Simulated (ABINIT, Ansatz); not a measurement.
# InF3 (R-3c): G0W0 with ABINIT, start to end, part 3 of 3

Aim: the G0W0 gap of InF3 (R-3c) on LDA, step by step.

ABINIT 10.8.3; LDA and many-body steps on it, plane waves. Known limits of the many-body steps: not at the basis limit; no spin-orbit coupling; coarse k mesh.

So far. Step 4 (Empty states on the mesh, 2×2×2 mesh, 106 bands): On this mesh the gap is 4.010 eV. Step 5 (Screening, 2×2×2 mesh, 98 bands, screening to 98 eV): Local fields lower ε∞ by 3 %. On a Γ-centred mesh this coarse the value itself is usually too large, while a short band sum pulls it down.

### 6. Self-energy, 2×2×2 mesh, 98 bands, screening to 98 eV

The self-energy is evaluated for the states that the input lists, and the levels follow from it, in one-shot runs by the linearised quasiparticle equation.

This step: G0W0 on LDA, plane waves, norm-conserving pseudopotentials.

The input, run.abi:

```
acell 3*1.0 Angstrom
rprim 
  2.602141182914 1.502346912402 4.907506134507
  -2.602141182914 1.502346912402 4.907506134507
  0.000000000000 -3.004693824873 4.907506134486
ntypat 2
znucl 49 9
natom 8
typat 1 1 2 2 2 2 2 2
xred 
  0.500000000000 0.500000000000 0.500000000000
  -0.000000000000 0.000000000000 0.000000000000
  0.395709220000 0.750000000000 0.104290780000
  0.750000000000 0.104290780000 0.395709220000
  0.895709220000 0.604290780000 0.250000000000
  0.250000000000 0.895709220000 0.604290780000
  0.604290780000 0.250000000000 0.895709220000
  0.104290780000 0.395709220000 0.750000000000
pp_dirpath "pseudos"
pseudos "In.upf, F.upf"
ecut 36
ngkpt 2 2 2
nshiftk 1
shiftk 0 0 0
kptopt 1
chksymbreak 0
istwfk *1
occopt 1
irdwfk 1
optdriver 4
nband 98
gwcalctyp 0
ecutsigx 36
symsigma 1
nkptgw 2
kptgw 
  0.5000000000 0.5000000000 0.0000000000
  0.0000000000 0.0000000000 0.0000000000
bdgw 
  41 44
  41 44
ecuteps 3.6
irdscr 1
ppmodel 1
indata_prefix "in"
outdata_prefix "out"
tmpdata_prefix "tmp"
```

Launch:

```sh
$ OMP_NUM_THREADS=1 mpirun -n 4 abinit run.abi > log
```

Numbers of over 12 decimals in the logs are rounded to 6 here.

The log of the run:

```text
.Version 10.8.3 of ABINIT. v10.8.2 released Aug 2026.

 Symmetries : space group R-3 c (#167); Bravais hR (rhombohedral)
[... echo of the input left out ...]
== DATASET  1 ==================================================================
-   mpi_nproc: 4, omp_nthreads: 1 (-1 if OMP is not activated)

--- !DatasetInfo
iteration_state: {dtset: 1, }
dimensions: {natom: 8, nkpt: 4, mband: 98, nsppol: 1, nspinor: 1, nspden: 1, mpw: 8026, }
cutoff_energies: {ecut:  36.0, pawecutdg:  -1.0, }
electrons: {nelect:   8.40000000E+01, charge:   0.00000000E+00, occopt:   1.00000000E+00, tsmear:   1.00000000E-02, }

 SIGMA: Calculation of the GW corrections

 Based on a program developped by R.W. Godby, V. Olevano, G. Onida, and L. Reining.
 Incorporated in ABINIT by V. Olevano, G.-M. Rignanese, and M. Torrent.
.Using double precision arithmetic ; gwpc =  8

[... cell and pseudopotentials left out ...]
--------------------------------------------------------------------------------

 ==== K-mesh for the wavefunctions ====
 Number of points in the irreducible wedge :     4
[... list of points left out ...]
 Together with 12 symmetry operations and time-reversal symmetry
 yields     8 points in the full Brillouin Zone.

 ==== Q-mesh for screening function ====
 Number of points in the irreducible wedge :     4
[... list of points left out ...]
 Together with 12 symmetry operations and time-reversal symmetry
 yields     8 points in the full Brillouin Zone.

 vcoul_init : cutoff-mode = AUXILIARY_FUNCTION
 q-points for optical limit:   1
     1)      0.000010    0.000020    0.000030
 setmesh: FFT mesh size selected  =    60x   60x   60
          total number of points  =       216000

 Number of electrons calculated from density =   84.0000; Expected =   84.0000
 average of density, n =  0.108136
 r_s =    1.3021
 omega_plasma =   31.7205 [eV]

 === KS Band Gaps ===
  >>>> For spin  1
   Minimum direct gap =   4.0423 [eV], located at k-point      :   0.0000  0.0000  0.0000
   Fundamental gap    =   4.0104 [eV], Top of valence bands at :   0.5000  0.5000  0.0000
                                       Bottom of conduction at :   0.0000  0.0000  0.0000
 SIGMA fundamental parameters:
 PLASMON POLE MODEL  1
 number of plane-waves for SigmaX                 7987
 number of plane-waves for SigmaC and W            265
 number of plane-waves for wavefunctions          7987
 number of bands                                    98
 number of independent spin polarizations            1
 number of spinorial components                      1
 number of k-points in IBZ                           4
 number of q-points in IBZ                           4
 number of symmetry operations                      12
 number of k-points in BZ                            8
 number of q-points in BZ                            8
 number of frequencies for dSigma/dE                 9
 frequency step for dSigma/dE [eV]                0.25
 number of omega for Sigma on real axis              0
 max omega for Sigma on real axis  [eV]           0.00
 zcut for avoiding poles [eV]                     0.10

 EPSILON^-1 parameters (SCR file):
 dimension of the eps^-1 matrix on file            265
 dimension of the eps^-1 matrix used               265
 number of plane-waves for wavefunctions          7987
 number of bands                                    98
 number of q-points in IBZ                           4
 number of frequencies                               2
 number of real frequencies                          1
 number of imag frequencies                          1

 matrix elements of self-energy operator (all in [eV])

 Perturbative Calculation

--- !SelfEnergy_ee
iteration_state: {dtset: 1, }
kpoint     : [   0.500,    0.500,    0.000, ]
spin       : 1
KS_gap     :    6.537
QP_gap     :   10.866
Delta_QP_KS:    4.330
data: !SigmaeeData |
     Band     E0 <VxcDFT>   SigX SigC(E0)      Z dSigC/dE  Sig(E)    E-E0       E
       41  -1.177 -23.607 -30.259   5.085   0.807  -0.239 -24.872  -1.265  -2.442
       42  -1.024 -22.916 -30.177   5.499   0.800  -0.251 -24.325  -1.408  -2.433
       43   5.512 -18.193 -12.791  -1.997   0.858  -0.166 -15.272   2.921   8.434
       44   7.061 -19.118 -13.026  -2.247   0.850  -0.176 -15.849   3.269  10.330

--- !SelfEnergy_ee
iteration_state: {dtset: 1, }
kpoint     : [   0.000,    0.000,    0.000, ]
spin       : 1
KS_gap     :    4.042
QP_gap     :    7.918
Delta_QP_KS:    3.876
data: !SigmaeeData |
     Band     E0 <VxcDFT>   SigX SigC(E0)      Z dSigC/dE  Sig(E)    E-E0       E
       41  -1.056 -22.753 -30.085   5.542   0.799  -0.252 -24.182  -1.429  -2.486
       42  -1.056 -22.753 -30.085   5.542   0.799  -0.252 -24.182  -1.429  -2.486
       43   2.986 -14.999 -10.116  -2.081   0.873  -0.145 -12.552   2.447   5.433
       44   8.395 -19.924 -13.228  -2.477   0.841  -0.189 -16.376   3.548  11.943

== END DATASET(S) ==============================================================
================================================================================

 -outvars: echo values of variables after computation  --------
           etotal      0.0000000000E+00
            nband          98
             nkpt           4
          spgroup         167
 [... the other variables as echoed above ...]

 Calculation completed.
```

Wall time 6.6 s (4 MPI ranks of Arm Neoverse V2, shared host); peak memory 1.3 GiB.

This step gave:

| Property | Result |
| --- | --- |
| G0W0 gap on the points computed | 7.866 eV |
| starting gap on the mesh | 4.010 eV |
| k of the valence top | 0.5, 0.5, 0 |
| k of the conduction bottom | 0, 0, 0 |
| Z at the valence top | 0.8 |
| Z at the conduction bottom | 0.873 |
| least direct G0W0 gap on the computed points | 7.919 eV |

The gap on the mesh goes from 4.01 eV to 7.87 eV, a correction of +3.86 eV.

Limits: finite bands, cutoff and mesh; no spin-orbit coupling; coarse k mesh. v1 is the top filled band, c1 the lowest empty one. Levels before and after the correction, in eV, zero at the valence-band top of each column:

|  | conduction bottom | valence top |
| --- | --- | --- |
| Kohn-Sham | 4.01 | 0.00 |
| G0W0 | 7.87 | 0.00 |

|  | level | energy (eV) |
| --- | --- | --- |
| Kohn-Sham | (0.5 0.5 0) v2 | -0.152 |
| Kohn-Sham | (0.5 0.5 0) v1 | 0.000 |
| Kohn-Sham | (0.5 0.5 0) c1 | 6.537 |
| Kohn-Sham | (0.5 0.5 0) c2 | 8.086 |
| Kohn-Sham | Γ v2-v1 | -0.032 |
| Kohn-Sham | Γ c1 | 4.010 |
| Kohn-Sham | Γ c2 | 9.419 |
| G0W0 | (0.5 0.5 0) v2 | -0.009 |
| G0W0 | (0.5 0.5 0) v1 | 0.000 |
| G0W0 | (0.5 0.5 0) c1 | 10.867 |
| G0W0 | (0.5 0.5 0) c2 | 12.763 |
| G0W0 | Γ v2-v1 | -0.053 |
| G0W0 | Γ c1 | 7.866 |
| G0W0 | Γ c2 | 14.376 |

### 7. Where the time went

Times are wall times on 4 MPI ranks of Arm Neoverse V2, shared host, good to a factor of about two.

| step | time | share | memory (GiB) |
| --- | --- | --- | --- |
| ground state | 2.9 min | 56 % | 0.68 |
| bands along the symmetry lines | 74 s | 24 % | 0.56 |
| empty states on the mesh | 29 s | 9 % | 0.46 |
| screening | 27 s | 9 % | 1.6 |
| self-energy | 6.6 s | 2 % | 1.3 |

### 8. What came out

```json
{
  "LDA gap": "4.01 eV, indirect (only 32 meV under the direct gap)",
  "G0W0 gap on the mesh": "7.87 eV",
  "GW settings": "2×2×2 mesh, 98 bands, screening to 98 eV, Godby-Needs plasmon pole",
  "known limits": "not at the basis limit; no spin-orbit coupling; coarse k mesh"
}
```

In words: G0W0 moves the gap on the mesh from 4.01 eV to 7.87 eV (+3.86 eV), with Z of 0.80 and 0.87 at the edges. Local fields lower the RPA ε∞ on this mesh from 2.49 to 2.40; a Γ-centred mesh this coarse tends to raise both, most where the direct gap is narrow, while a short band sum lowers them. Only 2 of the mesh's irreducible points were corrected, so a valley elsewhere could overtake. The dearest step here is «ground state». Bands and cutoff are finite, so the gap is not at the basis limit. The miss can reach some tenths of an eV and take either sign; the mesh is an error of its own. In the G0W0 run levels were corrected at 2 k points alone, so a gap called «on the mesh» is the least over those, and an edge elsewhere would be missed. The 2×2×2 mesh is coarse for this cell, which bears on the long-range parts of exchange and screening. The many-body steps are scalar-relativistic: spin-orbit coupling is not in them.

[Paths, hosts, dates, memory and timing lines, banners, echoed tables and standing remarks are left out of the program output.]

[Logs are printed without paths, hosts, clocks, repeated set-up lines and the standing remarks that a program may print on its own settings, such as how far it seeks lower states.]

[Runs of the session that timed out or met a known fault of the program may be left out.]

[Hosts, paths, dates, database ids (printed as entryN), source tags and the programs' standing remarks are cut or masked in the printed files.]

[G0W0 gaps are taken among the corrected bands and points alone; a level outside them can change the order at an edge.]

[Where Ansatz stands beside ABINIT at settings called matched, ABINIT's density can come from a denser mesh and the files from another edition; pairs whose starting gaps differed by over 0.03 eV were left out, so agreement reads better than it is.]
